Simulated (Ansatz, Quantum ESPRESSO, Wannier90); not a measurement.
# Ballistic channels from Wannier functions: straight Na chain, spacing 3.30 Å, part 2 of 5

Aim: a Wannier model and the conductance steps that follow from it, for this wire: straight Na chain, spacing 3.30 Å.

Quantum ESPRESSO 7.5 and Wannier90 3.1.0; plane-wave DFT, PBE, PseudoDojo norm-conserving pseudopotentials; cross-check by Ansatz 0.2.0 with PAW datasets.

So far. Step 2 (Self-consistent run): The run needed 7 iterations to bring the estimated error under 1e-07 Ry.

**4. Neighbour list from wannier90 -pp**

Level of this step: maximally localised Wannier functions and ballistic conductance; plane-wave DFT, PBE, PseudoDojo norm-conserving pseudopotentials (Wannier90).

The .win file sets projections and windows: states in the frozen window are kept exactly, the outer window gives room to disentangle.

The input, wan.win:

```
num_wann = 1
num_bands = 11
num_iter = 200
num_print_cycles = 20
conv_tol = 1e-8
conv_window = 5
guiding_centres = true
dis_num_iter = 1500
dis_conv_tol = 1e-8
dis_win_min = -13.2493
dis_win_max = 6.7507
dis_froz_max = -0.7493
search_shells = 120
fermi_energy = -2.2493

transport = true
transport_mode = bulk
one_dim_axis = z
dist_cutoff = 16.4
dist_cutoff_mode = one_dim
tran_win_min = -4.0
tran_win_max = 2.0
tran_energy_step = 0.02

bands_plot = true
bands_num_points = 96
begin kpoint_path
G 0.0 0.0 0.0 Z 0.0 0.0 0.5
end kpoint_path

begin projections
Na:s
end projections

begin unit_cell_cart
ang
  8.0000000000 0.0000000000 0.0000000000
  0.0000000000 8.0000000000 0.0000000000
  0.0000000000 0.0000000000 3.3000000000
end unit_cell_cart

begin atoms_frac
  Na 0.0000000000 0.0000000000 0.0000000000
end atoms_frac

mp_grid = 1 1 10
begin kpoints
  0.0 0.0 0.0000000000
  0.0 0.0 0.1000000000
  0.0 0.0 0.2000000000
  0.0 0.0 0.3000000000
  0.0 0.0 0.4000000000
  0.0 0.0 0.5000000000
  0.0 0.0 0.6000000000
  0.0 0.0 0.7000000000
  0.0 0.0 0.8000000000
  0.0 0.0 0.9000000000
end kpoints
```

Started as:

```
$ OMP_NUM_THREADS=1 wannier90.x -pp wan > wan.pp.log
```

What it wrote:

```text
+---------------------------------------------------+
             |                                                   |
             |                   WANNIER90                       |
             |                                                   |
             +---------------------------------------------------+
             |                                                   |
             |        Welcome to the Maximally-Localized         |
             |        Generalized Wannier Functions code         |
             |                             |
             |                                                   |
             |                                                   |
             |  Wannier90 Developer Group:                       |
             |    Giovanni Pizzi    (EPFL)                       |
             |    Valerio Vitale    (Cambridge)                  |
             |    David Vanderbilt  (Rutgers University)         |
             |    Nicola Marzari    (EPFL)                       |
             |    Ivo Souza         (Universidad del Pais Vasco) |
             |    Arash A. Mostofi  (Imperial College London)    |
             |    Jonathan R. Yates (University of Oxford)       |
             |                                                   |
             |  For the full list of Wannier90 3.x authors,      |
             |  please check the code documentation and the      |
             |  README on the GitHub page of the code            |
             |                                                   |
             |                                                   |
             |  Please cite                                      |
             |                                                   |
             |  [ref] "Wannier90 as a community code:            |
             |        new features and applications",            |
             |        G. Pizzi et al., J. Phys. Cond. Matt. 32,  |
             |        165902 (2020).                             |
             |            |
             |                                                   |
             |  in any publications arising from the use of      |
             |  this code. For the method please cite            |
             |                                                   |
             |  [ref] "Maximally Localized Generalised Wannier   |
             |         Functions for Composite Energy Bands"     |
             |         N. Marzari and D. Vanderbilt              |
             |         Phys. Rev. B 56 12847 (1997)              |
             |                                                   |
             |  [ref] "Maximally Localized Wannier Functions     |
             |         for Entangled Energy Bands"               |
             |         I. Souza, N. Marzari and D. Vanderbilt    |
             |         Phys. Rev. B 65 035109 (2001)             |
             |                                                   |
             |                                                   |
             | Copyright (c) 1996-2020                           |
             |        The Wannier90 Developer Group and          |
             |        individual contributors                    |
             |                                                   |
             |      Release: 3.1.0        5th March    2020      |
             |                                                   |
             | This program is free software; you can            |
             | redistribute it and/or modify it under the terms  |
             | of the GNU General Public License as published by |
             | the Free Software Foundation; either version 2 of |
             | the License, or (at your option) any later version|
             |                                                   |
             | This program is distributed in the hope that it   |
             | will be useful, but WITHOUT ANY WARRANTY; without |
             | even the implied warranty of MERCHANTABILITY or   |
             | FITNESS FOR A PARTICULAR PURPOSE. See the GNU     |
             | General Public License for more details.          |
             |                                                   |
             | You should have received a copy of the GNU General|
             | Public License along with this program; if not,   |
             | write to the Free Software Foundation, Inc.,      |
             | 675 Mass Ave, Cambridge, MA 02139, USA.           |
             |                                                   |
             +---------------------------------------------------+
             +---------------------------------------------------+

 ******************************************************************************
 * -> Using CODATA 2006 constant values                                       *
 *    (                      *
 * -> Using Bohr value from CODATA                                            *
 ******************************************************************************

 Running in serial (with parallel executable)

                                    ------
                                    SYSTEM
                                    ------

                              Lattice Vectors (Ang)
                    a_1     8.000000   0.000000   0.000000
                    a_2     0.000000   8.000000   0.000000
                    a_3     0.000000   0.000000   3.300000

                   Unit Cell Volume:     211.20000  (Ang^3)

                        Reciprocal-Space Vectors (Ang^-1)
                    b_1     0.785398   0.000000   0.000000
                    b_2     0.000000   0.785398   0.000000
                    b_3     0.000000   0.000000   1.903996

 *----------------------------------------------------------------------------*
 |   Site       Fractional Coordinate          Cartesian Coordinate (Ang)     |
 +----------------------------------------------------------------------------+
 | Na   1   0.00000   0.00000   0.00000   |    0.00000   0.00000   0.00000    |
 *----------------------------------------------------------------------------*
                                ------------
                                K-POINT GRID
                                ------------

             Grid size =  1 x  1 x 10      Total points =   10

 *---------------------------------- MAIN ------------------------------------*
 |  Number of Wannier Functions               :                 1             |
 |  Number of Objective Wannier Functions     :                 1             |
[...]
|  Write on-site energies <0n|H|0n> to file  :                 F             |
 |  Use guiding centre to control phases      :                 T             |
 |  Use phases for initial projections        :                 F             |
 |  Iterations before starting guiding centres:                 0             |
 |  Iterations between using guiding centres  :                 1             |
 *----------------------------------------------------------------------------*
 *------------------------------- DISENTANGLE --------------------------------*
 |  Using band disentanglement                :                 T             |
 |  Total number of iterations                :              1500             |
 |  Mixing ratio                              :             0.500             |
 |  Convergence tolerence                     :         1.000E-08             |
 |  Convergence window                        :                 3             |
 *----------------------------------------------------------------------------*
 *-------------------------------- PLOTTING ----------------------------------*
 |  Plotting interpolated bandstructure       :                 T             |
 |   Number of K-path sections                :                 1             |
 |   Divisions along first K-path section     :                96             |
 |   Output format                            :           gnuplot             |
 |   Output mode                              :               s-k             |
 *----------------------------------------------------------------------------*
 |   K-space path sections:                                                   |
 |    From: G       0.000  0.000  0.000     To: Z       0.000  0.000  0.500   |
 *----------------------------------------------------------------------------*
 *------------------------------- TRANSPORT ----------------------------------*
 |  Transport mode                            :              bulk             |
 |   Hamiltonian from external files          :                 F             |
 |   System extended in                       :                 z             |
 |   Centre of the unit cell to which WF are translated (fract. coords):      |
 |                                       0.000000,    0.000000,    0.000000   |
 |  Fermi energy (eV)                         :            -2.249             |
 *----------------------------------------------------------------------------*
 Time to read parameters        0.005 (sec)

 *---------------------------------- K-MESH ----------------------------------*
 +----------------------------------------------------------------------------+
 |                    Distance to Nearest-Neighbour Shells                    |
 |                    ------------------------------------                    |
 |          Shell             Distance (Ang^-1)          Multiplicity         |
 |          -----             -----------------          ------------         |
 |             1                   0.190400                      2            |
 |             2                   0.380799                      2            |
 |             3                   0.571199                      2            |
 |             4                   0.761598                      2            |
 |             5                   0.785398                      4            |
 |             6                   0.808147                      8            |
 |             7                   0.872845                      8            |
 |             8                   0.951998                      2            |
 |             9                   0.971143                      8            |
 |            10                   1.094021                      8            |
 |            11                   1.110721                      4            |
 |            12                   1.126922                      8            |
 |            13                   1.142397                      2            |
 |            14                   1.174184                      8            |
 |            15                   1.234160                      8            |
 |            16                   1.248987                      8            |
[...]
|           113                   3.046393                      2            |
 |           114                   3.053079                      8            |
 |           115                   3.053543                     16            |
 |           116                   3.064376                      8            |
 |           117                   3.093993                      8            |
 |           118                   3.129489                     16            |
 |           119                   3.129761                     16            |
 |           120                   3.141593                      4            |
 +----------------------------------------------------------------------------+
 | The b-vectors are chosen automatically                                     |
 | The following shells are used:   1,  5                                     |
 +----------------------------------------------------------------------------+
 |                        Shell   # Nearest-Neighbours                        |
 |                        -----   --------------------                        |
 |                          1               2                                 |
 |                          5               4                                 |
 +----------------------------------------------------------------------------+
 | Completeness relation is fully satisfied [Eq. (B1), PRB 56, 12847 (1997)]  |
 +----------------------------------------------------------------------------+
 |                  b_k Vectors (Ang^-1) and Weights (Ang^2)                  |
 |                  ----------------------------------------                  |
 |            No.         b_k(x)      b_k(y)      b_k(z)        w_b           |
 |            ---        --------------------------------     --------        |
 |             1         0.000000    0.000000    0.190400    13.792346        |
 |             2         0.000000    0.000000   -0.190400    13.792346        |
 |             3         0.785398    0.000000    0.000000     0.810569        |
 |             4         0.000000    0.785398    0.000000     0.810569        |
 |             5         0.000000   -0.785398    0.000000     0.810569        |
 |             6        -0.785398    0.000000    0.000000     0.810569        |
 +----------------------------------------------------------------------------+
 |                           b_k Directions (Ang^-1)                          |
 |                           -----------------------                          |
 |            No.           x           y           z                         |
 |            ---        --------------------------------                     |
 |             1         0.000000    0.000000    0.190400                     |
 |             2         0.785398    0.000000    0.000000                     |
 |             3         0.000000    0.785398    0.000000                     |
 +----------------------------------------------------------------------------+

 Time to get kmesh              0.021 (sec)
 *============================================================================*
 |                              MEMORY ESTIMATE                               |
 |         Maximum RAM allocated during each phase of the calculation         |
 *============================================================================*
 |                        Disentanglement            0.16 Mb                  |
 |                            Wannierise:            0.01 Mb                  |
 |                          plot_wannier:            0.01 Mb                  |
 *----------------------------------------------------------------------------*

 Starting a new Wannier90 calculation ...

 Time to write kmesh            0.026 (sec)

 Exiting... wan.nnkp written.
```

Run time: 0.49 s. Hardware: 1 MPI rank of Arm Neoverse N1, shared host; peak memory 0.08 GiB.

**5. Overlaps and projections**

pw2wannier90.x computes the overlaps between neighbouring k-points and the projections.

The input, wan.p2w.in:

```
&inputpp
  prefix = 'nscf'
  outdir = './out'
  seedname = 'wan'
  write_mmn = .true.
  write_amn = .true.
  write_unk = .false.
/
```

Started as:

```
$ OMP_NUM_THREADS=1 mpirun -n 2 pw2wannier90.x -in wan.p2w.in > wan.p2w.out
```

What it wrote:

```text
[banner, memory and clock lines left out]
Program PW2WANNIER v.7.5 starts

          URL

     Reading nscf_save data

     ./out/nscf.save/

     IMPORTANT: XC functional enforced from input :
     Exchange-correlation= PBE
                           (   1   4   3   4   0   0   0)
     Any further DFT definition will be discarded
     Please, verify this is what you really want

     Reading collected, re-writing distributed wavefunctions

      Spin CASE ( default = unpolarized )

  Wannier mode is: standalone

  -----------------
  *** Reading nnkp
  -----------------

  Checking info from wannier.nnkp file

  - Real lattice is ok
  - Reciprocal lattice is ok
  - K-points are ok
  - Number of wannier functions is ok (  1)
  - All guiding functions are given

  Projections:
    0.000000    0.000000    0.000000  0  1  1    1.000000

  Reading data about k-point neighbours

  All neighbours are found

  Opening pp-files

  *** Compute  A projections

  Number of local k points =       10
       1       2       3       4       5       6       7       8       9      10
  AMN calculated

  ---------------
  *** Compute  M
  ---------------

  Number of local k points =       10
       1       2       3       4       5       6       7       8       9      10
  MMN calculated

  *** Orbital terms are not computed

  *** SHC terms are not computed

  ----------------
  *** Write bands
  ----------------

  *** Plot info is not printed

  *** Parity info is not printed

  ------------
  *** Stop pp
  ------------

     Internal routines:
```

The job ended after 5.2 s (2 MPI ranks; peak memory 0.12 GiB).

(Part 2 of 5 ends here.)

[Logs are printed without paths, hosts, clocks, repeated set-up lines and the standing remarks that a program may print on its own settings, such as how far it seeks lower states.]

[Hosts, paths, dates, database ids (printed as entryN), source tags and the programs' standing remarks are cut or masked in the printed files.]

[Maps of the electrostatic potential energy from Ansatz leave out the sawtooth potential of an applied field or a dipole correction, so their vacuum need not be flat; planar profiles and work functions include it.]
